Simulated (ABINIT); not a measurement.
# MgO (Periclase): one start, several treatments of the self-energy

How much does the gap of MgO (Periclase) depend on the approximation to the self-energy?

Method: PBE and many-body steps on it, plane waves, in ABINIT 10.8.3.

This is a report of a sequence of runs, with most program output left out.

The database entry behind the starting cell differs from later determinations by our own check (about 0.1 % long), so it need not match the best structure at ambient conditions.

### 1. The starting structure

The structure is cubic, space group Fm-3m (No. 225). The conventional cell has a = 4.217 Å, b = 4.217 Å, c = 4.217 Å, α = 90.00°, β = 90.00°, γ = 90.00°. Mg has 6 O at 2.11 Å nearest. Nearest to O lie 6 Mg at 2.11 Å. Farther neighbours and most contacts between anions are not listed.

The cell and positions come from the Crystallography Open Database and are kept as given unless a step says otherwise.

### 2. Empty states on the mesh, 6×6×6 mesh, 174 bands

This step: ABINIT 10.8.3; DFT, PBE, plane waves, norm-conserving pseudopotentials.

The sums over transitions need many empty states on a uniform mesh; this step solves for them.

run.abi

```
acell 3*1.0 Angstrom
rprim 
  -0.000000000000 2.108500000000 2.108500000000
  2.108500000000 0.000000000000 2.108500000000
  2.108500000000 2.108500000000 0.000000000000
ntypat 2
znucl 12 8
natom 2
typat 1 2
xred 
  0.000000000000 0.000000000000 0.000000000000
  0.500000000000 0.500000000000 0.500000000000
pp_dirpath "pseudos"
pseudos "Mg.upf, O.upf"
ecut 38
ngkpt 6 6 6
nshiftk 1
shiftk 0 0 0
kptopt 1
chksymbreak 0
irdden 1
istwfk *1
nband 174
prtvol 0
optdriver 6
gwr_task "HDIAGO"
paral_kgb 0
occopt 1
indata_prefix "in"
outdata_prefix "out"
tmpdata_prefix "tmp"
```

The run is started by

```sh
OMP_NUM_THREADS=1 mpirun -n 8 abinit run.abi > log
```

Run time: 16 s. Hardware: 8 MPI ranks of Arm Neoverse N1, shared host; peak memory 1.4 GiB.

This step gave:

```yaml
gap: 4.733 eV
k_of_the_valence_top: 0, 0, 0
k_of_the_conduction_bottom: 0, 0, 0
least_direct_gap: 4.733 eV
k_points_computed: 16
lowest_point_of_the_top_converged_band_above_the_valence_top: 221.2354 eV
```

On this mesh the gap is 4.733 eV.

The density comes from a self-consistent run that is not shown.

### 3. Screening, 6×6×6 mesh, 166 bands, screening to 304.8 eV

The RPA dielectric matrix is built and inverted for each q.

This step: RPA screening on PBE, plane waves, norm-conserving pseudopotentials.

run.abi, as its differences from that of step 2:

```diff
@@ -20,10 +20,11 @@
 chksymbreak 0
-irdden 1
 istwfk *1
-nband 174
-prtvol 0
-optdriver 6
-gwr_task "HDIAGO"
-paral_kgb 0
 occopt 1
+irdwfk 1
+optdriver 3
+nband 166
+ecuteps 11.2
+inclvkb 2
+awtr 1
+symchi 1
 indata_prefix "in"
```

It took 4.3 min on 8 MPI ranks; peak memory 1.6 GiB.

This step gave:

- ε∞ with local fields, on this mesh, along the program's q direction: 3.034
- the same without local fields: 3.259
- plasma frequency: 34.30 eV
- plane waves in the screening matrix: 259

Local fields lower ε∞ by 7 %.

### 4. G0W0, Godby-Needs plasmon pole

The self-energy is evaluated for the states that the input lists, and the levels follow from it, in one-shot runs by the linearised quasiparticle equation.

This step: G0W0 on PBE, plane waves, norm-conserving pseudopotentials.

run.abi, as its differences from that of step 3:

```diff
@@ -23,8 +23,15 @@
 irdwfk 1
-optdriver 3
+optdriver 4
 nband 166
+gwcalctyp 0
+ecutsigx 38
+symsigma 1
+nkptgw 1
+kptgw 
+  0.0000000000 0.0000000000 0.0000000000
+bdgw 
+  6 12
 ecuteps 11.2
-inclvkb 2
-awtr 1
-symchi 1
+irdscr 1
+ppmodel 1
 indata_prefix "in"
```

The job ended after 17 s (8 MPI ranks; peak memory 1.7 GiB; 2.3 min of CPU time).

Numbers from this step:

```yaml
g0w0_gap_on_the_points_computed: 7.074 eV
starting_gap_on_the_mesh: 4.733 eV
k_of_the_valence_top: 0, 0, 0
k_of_the_conduction_bottom: 0, 0, 0
z_at_the_valence_top: 0.805
z_at_the_conduction_bottom: 0.854
least_direct_g0w0_gap_on_the_computed_points: 7.074 eV
```

The gap on the mesh goes from 4.73 eV to 7.07 eV, a correction of +2.34 eV.

### 5. G0W0, Hybertsen-Louie plasmon pole

run.abi, as its differences from that of step 4:

```diff
@@ -35,3 +35,3 @@
 irdscr 1
-ppmodel 1
+ppmodel 2
 indata_prefix "in"
```

Wall time 17 s (8 MPI ranks); peak memory 1.6 GiB; 2.2 min of CPU time.

Numbers from this step:

```
G0W0 gap on the points computed              : 7.508 eV
starting gap on the mesh                     : 4.733 eV
k of the valence top                         : 0, 0, 0
k of the conduction bottom                   : 0, 0, 0
Z at the valence top                         : 0.884
Z at the conduction bottom                   : 0.899
least direct G0W0 gap on the computed points : 7.508 eV
```

Against G0W0 in ABINIT (6×6×6 mesh, 166 bands, screening to 304.8 eV, Godby-Needs plasmon pole), the gap moves by +0.434 eV.

### 6. G0W0, von der Linden-Horsch plasmon pole

run.abi, as its differences from that of step 5:

```diff
@@ -35,3 +35,3 @@
 irdscr 1
-ppmodel 2
+ppmodel 3
 indata_prefix "in"
```

It took 11 s on 8 MPI ranks; peak memory 1.3 GiB.

This step gave:

| Quantity | Value |
| --- | --- |
| G0W0 gap on the points computed | 7.334 eV |
| starting gap on the mesh | 4.733 eV |
| k of the valence top | 0, 0, 0 |
| k of the conduction bottom | 0, 0, 0 |
| least direct G0W0 gap on the computed points | 7.334 eV |

Against G0W0 in ABINIT (6×6×6 mesh, 166 bands, screening to 304.8 eV, Godby-Needs plasmon pole), the gap moves by +0.260 eV.

### 7. G0W0, Engel-Farid plasmon pole

run.abi, as its differences from that of step 6:

```diff
@@ -35,3 +35,3 @@
 irdscr 1
-ppmodel 3
+ppmodel 4
 indata_prefix "in"
```

The job ended after 11 s (8 MPI ranks; peak memory 1.4 GiB).

Numbers from this step:

* G0W0 gap on the points computed: 7.219 eV
* starting gap on the mesh: 4.733 eV
* k of the valence top: 0, 0, 0
* k of the conduction bottom: 0, 0, 0
* least direct G0W0 gap on the computed points: 7.219 eV

Against G0W0 in ABINIT (6×6×6 mesh, 166 bands, screening to 304.8 eV, Godby-Needs plasmon pole), the gap moves by +0.145 eV.

### 8. One-shot Hartree-Fock

This step: one-shot Hartree-Fock on PBE, plane waves, norm-conserving pseudopotentials.

run.abi, as its differences from that of step 7:

```diff
@@ -24,4 +24,4 @@
 optdriver 4
-nband 166
-gwcalctyp 0
+nband 12
+gwcalctyp 5
 ecutsigx 38
@@ -33,5 +33,4 @@
   6 12
-ecuteps 11.2
-irdscr 1
-ppmodel 4
+ixc_sigma 40
+fftgw 31
 indata_prefix "in"
```

The run is started by

```sh
OMP_NUM_THREADS=1 mpirun -n 6 abinit run.abi > log
```

Elapsed: 3 s, on 6 MPI ranks; peak memory 0.12 GiB.

Numbers from this step:

```
quasiparticle gap on the points computed              : 14.76 eV
starting gap on the mesh                              : 4.733 eV
k of the valence top                                  : 0, 0, 0
k of the conduction bottom                            : 0, 0, 0
least direct quasiparticle gap on the computed points : 14.76 eV
```

Against G0W0 in ABINIT (6×6×6 mesh, 166 bands, screening to 304.8 eV, Godby-Needs plasmon pole), the gap moves by +7.687 eV.

### 9. Screening, 6×6×6 mesh, 166 bands, screening to 304.8 eV

This step: RPA screening on PBE, plane waves, norm-conserving pseudopotentials.

run.abi, as its differences from that of step 8:

```diff
@@ -23,14 +23,14 @@
 irdwfk 1
-optdriver 4
-nband 12
-gwcalctyp 5
-ecutsigx 38
-symsigma 1
-nkptgw 1
-kptgw 
-  0.0000000000 0.0000000000 0.0000000000
-bdgw 
-  6 12
-ixc_sigma 40
-fftgw 31
+optdriver 3
+nband 166
+ecuteps 11.2
+inclvkb 2
+awtr 1
+symchi 1
+gwcalctyp 2
+nfreqre 16
+freqremax 40 eV
+nfreqim 8
+spmeth 1
+nomegasf 120
 indata_prefix "in"
```

The run is started by

```sh
OMP_NUM_THREADS=1 mpirun -n 8 abinit run.abi > log
```

Run time: 11 min. Hardware: 8 MPI ranks; peak memory 2 GiB; 81 min of CPU time.

This step gave:

* ε∞ with local fields, on this mesh, along the program's q direction: 3.082
* the same without local fields: 3.312
* plasma frequency: 34.30 eV
* plane waves in the screening matrix: 259

### 10. G0W0, contour deformation

This step: G0W0 on PBE, plane waves, norm-conserving pseudopotentials.

run.abi, as its differences from that of step 9:

```diff
@@ -23,14 +23,14 @@
 irdwfk 1
-optdriver 3
+optdriver 4
 nband 166
+gwcalctyp 2
+ecutsigx 38
+symsigma 1
+nkptgw 1
+kptgw 
+  0.0000000000 0.0000000000 0.0000000000
+bdgw 
+  6 12
 ecuteps 11.2
-inclvkb 2
-awtr 1
-symchi 1
-gwcalctyp 2
-nfreqre 16
-freqremax 40 eV
-nfreqim 8
-spmeth 1
-nomegasf 120
+irdscr 1
 indata_prefix "in"
```

Run time: 14 s. Hardware: 8 MPI ranks; peak memory 2 GiB; 1.9 min of CPU time.

Numbers from this step:

```
G0W0 gap on the points computed              : 7.032 eV
starting gap on the mesh                     : 4.733 eV
k of the valence top                         : 0, 0, 0
k of the conduction bottom                   : 0, 0, 0
least direct G0W0 gap on the computed points : 7.032 eV
```

Against G0W0 in ABINIT (6×6×6 mesh, 166 bands, screening to 304.8 eV, Godby-Needs plasmon pole), the gap moves by −0.042 eV.

### 11. Screening, 6×6×6 mesh, 166 bands, screening to 304.8 eV

This step: RPA screening on PBE, plane waves, norm-conserving pseudopotentials.

run.abi, as its differences from that of step 10:

```diff
@@ -23,14 +23,11 @@
 irdwfk 1
-optdriver 4
+optdriver 3
 nband 166
-gwcalctyp 2
-ecutsigx 38
-symsigma 1
-nkptgw 1
-kptgw 
-  0.0000000000 0.0000000000 0.0000000000
-bdgw 
-  6 12
 ecuteps 11.2
-irdscr 1
+inclvkb 2
+awtr 1
+symchi 1
+gwcalctyp 1
+nfreqre 0
+nfreqim 16
 indata_prefix "in"
```

Run time: 15 min. Hardware: 8 MPI ranks; peak memory 1.7 GiB.

Numbers from this step:

```
ε∞ with local fields, on this mesh, along the program's q direction : 3.034
the same without local fields                                       : 3.259
plasma frequency                                                    : 34.30 eV
plane waves in the screening matrix                                 : 259
```

### 12. G0W0, analytic continuation

This step: G0W0 on PBE, plane waves, norm-conserving pseudopotentials.

run.abi, as its differences from that of step 11:

```diff
@@ -23,11 +23,16 @@
 irdwfk 1
-optdriver 3
+optdriver 4
 nband 166
+gwcalctyp 1
+ecutsigx 38
+symsigma 1
+nkptgw 1
+kptgw 
+  0.0000000000 0.0000000000 0.0000000000
+bdgw 
+  6 12
 ecuteps 11.2
-inclvkb 2
-awtr 1
-symchi 1
-gwcalctyp 1
-nfreqre 0
-nfreqim 16
+irdscr 1
+nomegasi 12
+omegasimax 25 eV
 indata_prefix "in"
```

Elapsed: 10 s, on 8 MPI ranks; peak memory 1.8 GiB.

This step gave:

```
G0W0 gap on the points computed              : 7.038 eV
starting gap on the mesh                     : 4.733 eV
k of the valence top                         : 0, 0, 0
k of the conduction bottom                   : 0, 0, 0
least direct G0W0 gap on the computed points : 7.038 eV
```

Against G0W0 in ABINIT (6×6×6 mesh, 166 bands, screening to 304.8 eV, Godby-Needs plasmon pole), the gap moves by −0.036 eV.

### 13. Side by side

Times are wall times on the hardware named with each run, good to a factor of about two. A run's time includes the screening step that it read.

```csv
run,mesh,bands,screening cutoff (eV),DFT gap (eV),gap on the mesh (eV),direct (eV),ε∞ used,time
"G0W0, Godby-Needs plasmon pole",6×6×6,166,304.8,4.733,7.074,7.074,3.03,4.6 min
"G0W0, Hybertsen-Louie plasmon pole",6×6×6,166,304.8,4.733,7.508,7.508,3.03,4.6 min
"G0W0, von der Linden-Horsch plasmon pole",6×6×6,166,304.8,4.733,7.334,7.334,3.03,4.5 min
"G0W0, Engel-Farid plasmon pole",6×6×6,166,304.8,4.733,7.219,7.219,3.03,4.5 min
one-shot Hartree-Fock,6×6×6,-,-,4.733,14.761,14.761,-,3 s
"G0W0, contour deformation",6×6×6,166,304.8,4.733,7.032,7.032,3.08,11 min
"G0W0, analytic continuation",6×6×6,166,304.8,4.733,7.038,7.038,3.03,15 min
```

### 14. Summary of results

```
G0W0, Godby-Needs plasmon pole           : 7.074 eV
G0W0, Hybertsen-Louie plasmon pole       : 7.508 eV
G0W0, von der Linden-Horsch plasmon pole : 7.334 eV
G0W0, Engel-Farid plasmon pole           : 7.219 eV
one-shot Hartree-Fock                    : 14.761 eV
G0W0, contour deformation                : 7.032 eV
G0W0, analytic continuation              : 7.038 eV
known limits                             : not at the basis limit
```

What this shows: G0W0, Hybertsen-Louie plasmon pole: +0.434 eV against G0W0, Godby-Needs plasmon pole. G0W0, von der Linden-Horsch plasmon pole: +0.260 eV against G0W0, Godby-Needs plasmon pole. G0W0, Engel-Farid plasmon pole: +0.145 eV against G0W0, Godby-Needs plasmon pole. One-shot Hartree-Fock: +7.687 eV against G0W0, Godby-Needs plasmon pole. G0W0, contour deformation: −0.042 eV against G0W0, Godby-Needs plasmon pole. G0W0, analytic continuation: −0.036 eV against G0W0, Godby-Needs plasmon pole. Bare exchange alone opens the gap to 14.76 eV; against G0W0, correlation takes back 7.69 eV. Bands and cutoff are finite, so the gap is not at the basis limit. The miss can reach some tenths of an eV and take either sign; the mesh is an error of its own. In the G0W0 runs levels were corrected at 1 k point alone, so a gap called «on the mesh» is the least over those, and an edge elsewhere would be missed.

[Paths, hosts, dates, memory and timing lines, banners, echoed tables and standing remarks are left out of the program output.]

[Logs are printed without paths, hosts, clocks, repeated set-up lines and the standing remarks that a program may print on its own settings, such as how far it seeks lower states.]

[Runs of the session that timed out or met a known fault of the program may be left out.]

[Hosts, paths, dates, database ids (printed as entryN), source tags and the programs' standing remarks are cut or masked in the printed files.]

[G0W0 gaps are taken among the corrected bands and points alone; a level outside them can change the order at an edge.]

[Where Ansatz stands beside ABINIT at settings called matched, ABINIT's density can come from a denser mesh and the files from another edition; pairs whose starting gaps differed by over 0.03 eV were left out, so agreement reads better than it is.]
